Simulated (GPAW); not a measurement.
# Ballistic transport through a Ge chain with one Se atom in line, cheap and dear

Aim: T(E), conductance and thermopower of a Ge chain with one Se atom in line, and what cheaper settings cost in accuracy.

Calculated with GPAW 26.7.0; GPAW LCAO, PAW setups; Landauer transmission from Green's functions with principal layers (ASE), zero bias.

### 1. The starting structure

The cell holds 11 atoms: 10 Ge and 1 Se. Cell: a = 9.000 Å, b = 9.000 Å, c = 25.703 Å, α = 90.0°, β = 90.0°, γ = 90.0°. Regions: left lead, 5 atoms (5 Ge); channel, 1 atom (1 Se); right lead, 5 atoms (5 Ge). Vacuum lies along a and b. The structure is stacked along c, and the current runs across the ab planes.

### 2. Double-zeta polarised basis

Localised orbitals split the wire into layers that couple to their neighbours alone, which is what the Green's function method needs; double zeta with polarisation is the usual level for numbers.

Contents of run.py:

```python
import json
import numpy as np
from ase import Atoms
from ase.transport.calculators import TransportCalculator
from gpaw import GPAW, FermiDirac
from gpaw.lcao.tools import get_lcao_hamiltonian
from scipy.linalg import eigh

# The junction with lead layers at both ends, along the third cell vector
device = Atoms(
    ['Ge', 'Ge', 'Ge', 'Ge', 'Ge', 'Se', 'Ge', 'Ge', 'Ge', 'Ge', 'Ge'],
    positions=[
        [4.50000, 4.50000, 1.17500],
        [4.50000, 4.50000, 3.52500],
        [4.50000, 4.50000, 5.87500],
        [4.50000, 4.50000, 8.22500],
        [4.50000, 4.50000, 10.57500],
        [4.50000, 4.50000, 12.85140],
        [4.50000, 4.50000, 15.12780],
        [4.50000, 4.50000, 17.47780],
        [4.50000, 4.50000, 19.82780],
        [4.50000, 4.50000, 22.17780],
        [4.50000, 4.50000, 24.52780]],
    cell=[[9.0, 0.0, 0.0], [0.0, 9.0, 0.0], [0.0, 0.0, 25.7028]],
    pbc=True)

# One principal layer of the lead: the first 3 atoms of the device
lead = Atoms(
    ['Ge', 'Ge', 'Ge'],
    positions=[
        [4.50000, 4.50000, 1.17500],
        [4.50000, 4.50000, 3.52500],
        [4.50000, 4.50000, 5.87500]],
    cell=[[9.0, 0.0, 0.0], [0.0, 9.0, 0.0], [0.0, 0.0, 7.05]],
    pbc=True)

settings = dict(mode='lcao', basis='dzp', xc='PBE', h=0.2,
                occupations=FermiDirac(0.1), maxiter=250,
                mixer=dict(beta=0.1, nmaxold=8, weight=100.0),
                convergence=dict(density=0.0001))
energies = np.arange(-3, 3 + 1e-9, 0.075)
eta = 0.0001
n1, n2 = 1, 1
# k and -k transmit alike, so half of the mesh across the current serves
mesh = [(i, j) for i in range(n1) for j in range(n2) if (i, j) <= (-i % n1, -j % n2)]
weights = np.array([1 if (i, j) == (-i % n1, -j % n2) else 2 for i, j in mesh]) / (n1 * n2)

# [... helper functions left out ...]
fermi_lead = ground_state(lead, (1, 1, 16), 'lead.txt')
fermi_device = ground_state(device, (1, 1, 3), 'device.txt')
# [... loop over the mesh left out, but for ...]
        # Shift the lead onto the potential of the device's first layer
        shift = ((H[:, 0, 0] - H0[:, 0, 0]) / S0[0, 0]).real.mean()
# [...]
kT = 8.617333e-5 * 77
bias = [0.1, 0.2, 0.5, 1.0, 1.5, 2.0]
# [... integrals and printing left out ...]
```

Run with:

```bash
$ OMP_NUM_THREADS=1 OPENBLAS_NUM_THREADS=1 python run.py
```

What it wrote:

```text
basis functions: device 143, principal layer 39
Fermi level: lead -3.5427 eV, device -3.4891 eV; lead shifted by 0.0476 eV
largest coupling past the next layer 9.77e-06 eV, largest misfit of the first layer 0.048 eV
  E-E_F (eV)   T (one spin)  channels
    -3.000    2.9210e-04    0.0000
    -2.925    4.1697e-01    1.0000
    -2.850    8.2749e-01    1.0000
    -2.775    9.3300e-01    1.0000
    -2.700    9.7198e-01    1.0000
    -2.625    9.8857e-01    1.0000
    -2.550    9.9585e-01    1.0000
    -2.475    9.9878e-01    1.0000
    -2.400    9.9951e-01    1.0000
    -2.325    9.9909e-01    1.0000
    -2.250    9.9806e-01    1.0000
    -2.175    9.9671e-01    1.0000
    -2.100    9.9523e-01    1.0000
    -2.025    9.9370e-01    1.0000
    -1.950    9.9219e-01    1.0000
    -1.875    9.9073e-01    1.0000
[...]
2.475    2.2845e+00    3.0000
     2.550    2.2715e+00    3.0000
     2.625    2.2577e+00    3.0000
     2.700    2.2434e+00    3.0000
     2.775    2.2287e+00    3.0000
     2.850    2.2136e+00    3.0000
     2.925    2.1983e+00    3.0000
     3.000    2.1824e+00    3.0000
conductance at 77 K: 2.5583 G0 a cell; thermopower -0.1461 uV/K
current from the zero-bias T(E) at 0.1 V: 19.815 uA
current from the zero-bias T(E) at 0.2 V: 39.605 uA
current from the zero-bias T(E) at 0.5 V: 98.556 uA
current from the zero-bias T(E) at 1.0 V: 193.68 uA
current from the zero-bias T(E) at 1.5 V: 281.23 uA
current from the zero-bias T(E) at 2.0 V: 358.26 uA
```

Run time: 46 s. Hardware: 1 thread of Arm Neoverse N1, shared host; peak memory 0.83 GiB.

Numbers from this step:

| Quantity | Value |
| --- | --- |
| conductance | 2.558 G₀ |
| largest coupling past the next principal layer | 9.77e-6 eV |
| largest misfit of the first principal layer | 0.04799 eV |
| shift that aligns the lead | 0.04758 eV |
| basis functions of the junction | 143 |
| basis functions of a principal layer | 39 |
| transmission at the Fermi level (one spin) | 2.559 |
| open channels of the lead at the Fermi level (one spin) | 3 |

One spin. The transmission, zone mean by energy, zero at the Fermi level:

energy (eV), transmission, zone mean and a bar:
```
    -3.00       0.00 
    -2.77       0.93 ###########
    -2.55       1.00 ############
    -2.40       1.00 ############
    -2.17       1.00 ############
    -1.95       0.99 ############
    -1.73       0.99 ############
    -1.57       0.99 ###########
    -1.35       0.98 ###########
    -1.12       0.98 ###########
    -0.90       1.51 ##################
    -0.75       1.81 #####################
    -0.53       2.20 ##########################
    -0.30       2.43 ############################
    -0.07       2.54 ##############################
     0.00       2.56 ##############################
     0.07       2.57 ##############################
     0.15       2.57 ##############################
     0.30       2.56 ##############################
     0.53       2.52 #############################
     0.75       2.45 #############################
     0.90       2.41 ############################
     1.12       2.36 ############################
     1.35       2.34 ###########################
     1.57       2.34 ###########################
     1.73       2.34 ###########################
     1.95       2.34 ###########################
     2.17       2.33 ###########################
     2.40       2.30 ###########################
     2.55       2.27 ##########################
     2.77       2.23 ##########################
     3.00       2.18 #########################
```

Crossings of the lead's bands, unfolded to its shortest repeat. Table of open channels, zone mean by energy, zero at the Fermi level:

```csv
energy (eV),"open channels, zone mean"
-3.00,0
-2.85,1
-2.70,1
-2.55,1
-2.33,1
-2.17,1
-2.02,1
-1.88,1
-1.73,1
-1.57,1
-1.35,1
-1.20,1
-1.05,3
-0.90,3
-0.75,3
-0.60,3
-0.38,3
-0.23,3
-0.07,3
0.00,3
0.07,3
0.23,3
0.38,3
0.60,3
0.75,3
0.90,3
1.05,3
1.20,3
1.35,3
1.57,3
1.73,3
1.88,3
2.02,3
2.17,3
2.33,3
2.55,3
2.70,3
2.85,3
3.00,3
```

Not self-consistent under bias; the bias window is split evenly. Table of current through one cell, from the zero-bias transmission by bias:

```csv
bias (V),"current through one cell, from the zero-bias transmission (μA)"
0.100,19.8
0.200,39.6
0.500,98.6
1.000,194
1.500,281
2.000,358
```

The transmission of the three most open eigenchannels by energy, zero at the Fermi level:

```csv
energy (eV),channel 1,channel 2 = channel 3
-3.0000,2.9e-4,0
-2.7750,0.933,0
-2.4750,0.999,0
-2.2500,0.998,0
-2.0250,0.994,0
-1.7250,0.988,0
-1.5000,0.984,0
-1.2750,0.982,0
-0.9750,0.978,0.198
-0.7500,0.976,0.415
-0.5250,0.974,0.613
-0.2250,0.970,0.753
0.0000,0.968,0.795
0.2250,0.966,0.803
0.5250,0.963,0.777
0.7500,0.961,0.745
0.9750,0.960,0.716
1.2750,0.958,0.696
1.5000,0.957,0.692
1.7250,0.956,0.693
2.0250,0.955,0.691
2.2500,0.954,0.682
2.4750,0.953,0.666
2.7750,0.951,0.639
3.0000,0.950,0.616
```

Couplings past the next layer reach 9.8e-6 eV, small enough to drop; the matrix elements of the cell's first layer differ from the bulk lead's by up to 0.048 eV. That layer keeps its own values in the calculation, and only beyond it is the lead taken as perfect. The Fermi levels of lead and junction count from different zeros of potential, one for each periodic cell; with both set to zero, the small remaining shift is what aligns them. By hand: G = 2.558 × 77.48 μS = 198 μS, a resistance of 5.04 kΩ; at 0.1 V a linear junction would pass 19.8 μA, and the integral over the bias window gives 19.8 μA.

### 3. GPAW, szp: basis = "szp(dzp)"

The second zeta is dropped, the polarisation orbitals stay.

run.py, as its differences from that of step 2:

```diff
@@ -36,3 +36,3 @@
 
-settings = dict(mode='lcao', basis='dzp', xc='PBE', h=0.2,
+settings = dict(mode='lcao', basis='szp(dzp)', xc='PBE', h=0.2,
                 occupations=FermiDirac(0.1), maxiter=250,
```

What it wrote:

```text
basis functions: device 99, principal layer 27
Fermi level: lead -4.0702 eV, device -3.9740 eV; lead shifted by 0.0483 eV
largest coupling past the next layer 9.47e-06 eV, largest misfit of the first layer 0.051 eV
  E-E_F (eV)   T (one spin)  [channel counts left out]
    -3.000    9.9855e-01
    -2.925    9.9369e-01
    -2.850    9.8899e-01
    -2.775    9.8507e-01
    -2.700    9.8182e-01
    -2.625    9.7906e-01
    -2.550    9.7669e-01
    -2.475    9.7462e-01
    -2.400    9.7278e-01
    -2.325    9.7114e-01
    -2.250    9.6966e-01
    -2.175    9.6831e-01
    -2.100    9.6708e-01
    -2.025    9.6594e-01
    -1.950    9.6489e-01
    -1.875    9.6391e-01
[...]
2.475    2.2697e+00
     2.550    2.2545e+00
     2.625    2.2388e+00
     2.700    2.2226e+00
     2.775    2.2061e+00
     2.850    2.1894e+00
     2.925    2.1725e+00
     3.000    2.1552e+00
conductance at 77 K: 2.5718 G0 a cell; thermopower -0.1493 uV/K
current from the zero-bias T(E) at 0.1 V: 19.92 uA
current from the zero-bias T(E) at 0.2 V: 39.819 uA
current from the zero-bias T(E) at 0.5 V: 99.14 uA
current from the zero-bias T(E) at 1.0 V: 195.05 uA
current from the zero-bias T(E) at 1.5 V: 282.96 uA
current from the zero-bias T(E) at 2.0 V: 359.77 uA
```

It took 42 s on 1 thread; peak memory 0.81 GiB.

Numbers from this step:

| Item | Value |
| --- | --- |
| conductance | 2.572 G₀ |
| largest coupling past the next principal layer | 9.47e-6 eV |
| largest misfit of the first principal layer | 0.05066 eV |
| shift that aligns the lead | 0.04825 eV |
| basis functions of the junction | 99 |
| basis functions of a principal layer | 27 |
| transmission at the Fermi level (one spin) | 2.572 |

One spin. The transmission, zone mean by energy, zero at the Fermi level:

energy (eV), transmission, zone mean and a bar from the least value:
```
  -3.0000       1.00 #
  -2.7750       0.99 #
  -2.4750       0.97 
  -2.2500       0.97 
  -2.0250       0.97 
  -1.7250       0.96 
  -1.5000       0.96 
  -1.2750       0.96 
  -0.9750       1.37 ########
  -0.7500       1.77 ###############
  -0.5250       2.22 #######################
  -0.2250       2.49 ############################
   0.0000       2.57 ##############################
   0.1500       2.59 ##############################
   0.2250       2.59 ##############################
   0.5250       2.54 #############################
   0.7500       2.47 ############################
   0.9750       2.41 ###########################
   1.2750       2.36 ##########################
   1.5000       2.35 ##########################
   1.7250       2.35 ##########################
   2.0250       2.34 #########################
   2.2500       2.31 #########################
   2.4750       2.27 ########################
   2.7750       2.21 #######################
   3.0000       2.16 ######################
```

Not self-consistent under bias; the bias window is split evenly. Current through one cell, from the zero-bias transmission against bias:

```csv
bias (V),"current through one cell, from the zero-bias transmission (μA)"
0.100,19.9
0.200,39.8
0.500,99.1
1.000,195
1.500,283
2.000,360
```

Transmission of the three most open eigenchannels against energy, zero at the Fermi level:

```csv
energy (eV),channel 1,channel 2 = channel 3
-3.00,0.999,0
-2.77,0.985,0
-2.55,0.977,0
-2.40,0.973,0
-2.17,0.968,0
-1.95,0.965,0
-1.73,0.962,0
-1.57,0.960,0
-1.35,0.958,0
-1.12,0.956,3.1e-11
-0.90,0.954,0.266
-0.75,0.952,0.411
-0.53,0.950,0.633
-0.30,0.947,0.751
-0.07,0.944,0.805
0.00,0.943,0.814
0.07,0.942,0.821
0.30,0.940,0.822
0.53,0.937,0.801
0.75,0.935,0.769
0.90,0.934,0.748
1.12,0.932,0.725
1.35,0.931,0.714
1.57,0.930,0.711
1.73,0.929,0.710
1.95,0.928,0.707
2.17,0.926,0.697
2.40,0.925,0.680
2.55,0.924,0.665
2.77,0.922,0.642
3.00,0.920,0.617
```

The conductance, 2.57 G₀, lies 0.5 % above that of the dzp run.

### 4. GPAW, sz: basis = "sz(dzp)"

The minimal basis is the cheapest rung: no second zeta and no polarisation.

run.py, as its differences from that of step 3:

```diff
@@ -36,3 +36,3 @@
 
-settings = dict(mode='lcao', basis='szp(dzp)', xc='PBE', h=0.2,
+settings = dict(mode='lcao', basis='sz(dzp)', xc='PBE', h=0.2,
                 occupations=FermiDirac(0.1), maxiter=250,
```

What it wrote:

```text
basis functions: device 44, principal layer 12
Fermi level: lead -4.1360 eV, device -4.0283 eV; lead shifted by 0.0319 eV
largest coupling past the next layer 9.36e-06 eV, largest misfit of the first layer 0.039 eV
  E-E_F (eV)   T (one spin)  [channel counts left out]
    -3.000    9.9744e-01
    -2.925    9.9324e-01
    -2.850    9.8894e-01
[...]
2.925    1.9545e+00
     3.000    1.9284e+00
conductance at 77 K: 2.5762 G0 a cell; thermopower -0.1147 uV/K
current from the zero-bias T(E) at 0.1 V: 19.954 uA
current from the zero-bias T(E) at 0.2 V: 39.887 uA
current from the zero-bias T(E) at 0.5 V: 99.32 uA
current from the zero-bias T(E) at 1.0 V: 195.56 uA
current from the zero-bias T(E) at 1.5 V: 284.57 uA
current from the zero-bias T(E) at 2.0 V: 362.82 uA
```

Wall time 29 s (1 thread); peak memory 0.77 GiB.

This step gave:

* conductance: 2.576 G₀
* largest coupling past the next principal layer: 9.36e-6 eV
* largest misfit of the first principal layer: 0.03911 eV
* shift that aligns the lead: 0.03186 eV
* basis functions of the junction: 44
* basis functions of a principal layer: 12
* transmission at the Fermi level (one spin): 2.577

One spin. Transmission, zone mean against energy, zero at the Fermi level:

```csv
energy (eV),"transmission, zone mean"
-3.0000,0.997
-2.7750,0.985
-2.4750,0.973
-2.2500,0.967
-2.0250,0.962
-1.7250,0.957
-1.5000,0.954
-1.2750,0.951
-0.9750,1.43
-0.7500,1.87
-0.5250,2.26
-0.2250,2.51
0.0000,2.58
0.1500,2.59
0.2250,2.59
0.5250,2.53
0.7500,2.46
0.9750,2.38
1.2750,2.30
1.5000,2.26
1.7250,2.23
2.0250,2.19
2.2500,2.15
2.4750,2.09
2.7750,2.00
3.0000,1.93
```

The conductance, 2.58 G₀, lies 0.7 % above that of the dzp run.

### 5. RPBE in the dzp basis: xc = "RPBE"

Back in the dzp basis, the functional changes from PBE to RPBE, to set the spread between functionals beside that between bases.

run.py, as its differences from that of step 4:

```diff
@@ -36,3 +36,3 @@
 
-settings = dict(mode='lcao', basis='sz(dzp)', xc='PBE', h=0.2,
+settings = dict(mode='lcao', basis='dzp', xc='RPBE', h=0.2,
                 occupations=FermiDirac(0.1), maxiter=250,
```

What it wrote:

```text
basis functions: device 143, principal layer 39
Fermi level: lead -3.4566 eV, device -3.4029 eV; lead shifted by 0.0511 eV
largest coupling past the next layer 9.83e-06 eV, largest misfit of the first layer 0.048 eV
  E-E_F (eV)   T (one spin)  [channel counts left out]
    -3.000    2.1834e-06
    -2.925    7.8408e-06
    -2.850    5.3472e-01
[...]
2.925    2.1946e+00
     3.000    2.1791e+00
conductance at 77 K: 2.5526 G0 a cell; thermopower -0.1481 uV/K
current from the zero-bias T(E) at 0.1 V: 19.771 uA
current from the zero-bias T(E) at 0.2 V: 39.517 uA
current from the zero-bias T(E) at 0.5 V: 98.339 uA
current from the zero-bias T(E) at 1.0 V: 193.28 uA
current from the zero-bias T(E) at 1.5 V: 280.71 uA
current from the zero-bias T(E) at 2.0 V: 357.69 uA
```

Elapsed: 48 s, on 1 thread; peak memory 0.83 GiB.

This step gave:

* conductance: 2.553 G₀
* largest coupling past the next principal layer: 9.83e-6 eV
* largest misfit of the first principal layer: 0.04830 eV
* shift that aligns the lead: 0.05108 eV
* basis functions of the junction: 143
* basis functions of a principal layer: 39
* transmission at the Fermi level (one spin): 2.553

One spin. Table of transmission, zone mean by energy, zero at the Fermi level:

```csv
energy (eV),"transmission, zone mean"
-3.00,2.2e-6
-2.85,0.535
-2.70,0.924
-2.55,0.983
-2.33,0.999
-2.17,0.999
-2.02,0.997
-1.88,0.994
-1.73,0.992
-1.57,0.989
-1.35,0.986
-1.20,0.984
-1.05,1.18
-0.90,1.52
-0.75,1.81
-0.60,2.09
-0.38,2.37
-0.23,2.47
-0.07,2.53
0.00,2.55
0.07,2.56
0.15,2.57
0.23,2.57
0.38,2.55
0.60,2.49
0.75,2.44
0.90,2.40
1.05,2.37
1.20,2.35
1.35,2.34
1.57,2.33
1.73,2.34
1.88,2.34
2.02,2.33
2.17,2.32
2.33,2.30
2.55,2.27
2.70,2.24
2.85,2.21
3.00,2.18
```

The conductance, 2.55 G₀, lies 0.2 % below that of the dzp run.

### 6. All levels side by side

Times are for 1 thread of Arm Neoverse N1, shared host. The runs compared:

```csv
no.,run,conductance (G₀),time,memory (GiB)
1,dzp,2.558,46 s,0.83
2,szp,2.572,42 s,0.81
3,sz,2.576,29 s,0.77
4,dzp RPBE,2.553,48 s,0.83
```

### 7. The levels side by side

The curves are compared point by point over the common energies.

This step: comparison of transmission and cost over codes and levels (GPAW 26.7.0).

Ladder, by row:

```csv
step,code,T at the Fermi level (sum over the listed spins),conductance (G0),r.m.s. T(E) from the first,wall time (s),peak memory (GiB),threads
dzp,GPAW,2.559,2.558,0,46.49,0.83,1
szp,GPAW,2.572,2.572,0.1328,41.54,0.81,1
sz,GPAW,2.577,2.576,0.1597,29.1,0.77,1
dzp-RPBE,GPAW,2.553,2.553,0.05843,47.78,0.83,1
```

Table of transmission, zone mean, sum over the listed spins by energy, zero at the Fermi level:

```csv
energy (eV),dzp,szp,sz,dzp-RPBE
-3.00,2.9e-4,0.999,0.997,2.2e-6
-2.77,0.933,0.985,0.985,0.828
-2.55,0.996,0.977,0.976,0.983
-2.25,0.998,0.970,0.967,1.000
-2.02,0.994,0.966,0.962,0.997
-1.80,0.989,0.963,0.958,0.993
-1.57,0.986,0.960,0.955,0.989
-1.35,0.982,0.958,0.952,0.986
-1.05,1.15,0.955,1.16,1.18
-0.82,1.66,1.62,1.72,1.66
-0.60,2.09,2.09,2.15,2.09
-0.38,2.37,2.39,2.41,2.37
-0.15,2.51,2.53,2.54,2.51
0.00,2.56,2.57,2.58,2.55
0.15,2.57,2.59,2.59,2.57
0.38,2.55,2.57,2.57,2.55
0.60,2.50,2.52,2.51,2.49
0.82,2.43,2.45,2.43,2.42
1.05,2.38,2.39,2.36,2.37
1.35,2.34,2.36,2.29,2.34
1.57,2.34,2.35,2.25,2.33
1.80,2.34,2.35,2.22,2.34
2.02,2.34,2.34,2.19,2.33
2.25,2.32,2.31,2.15,2.31
2.55,2.27,2.25,2.07,2.27
2.77,2.23,2.21,2.00,2.22
3.00,2.18,2.16,1.93,2.18
```

(Part 1 of 2 ends here.)

[Logs are printed without paths, hosts, clocks, repeated set-up lines and the standing remarks that a program may print on its own settings, such as how far it seeks lower states.]

[Hosts, paths, dates, database ids (printed as entryN), source tags and the programs' standing remarks are cut or masked in the printed files.]
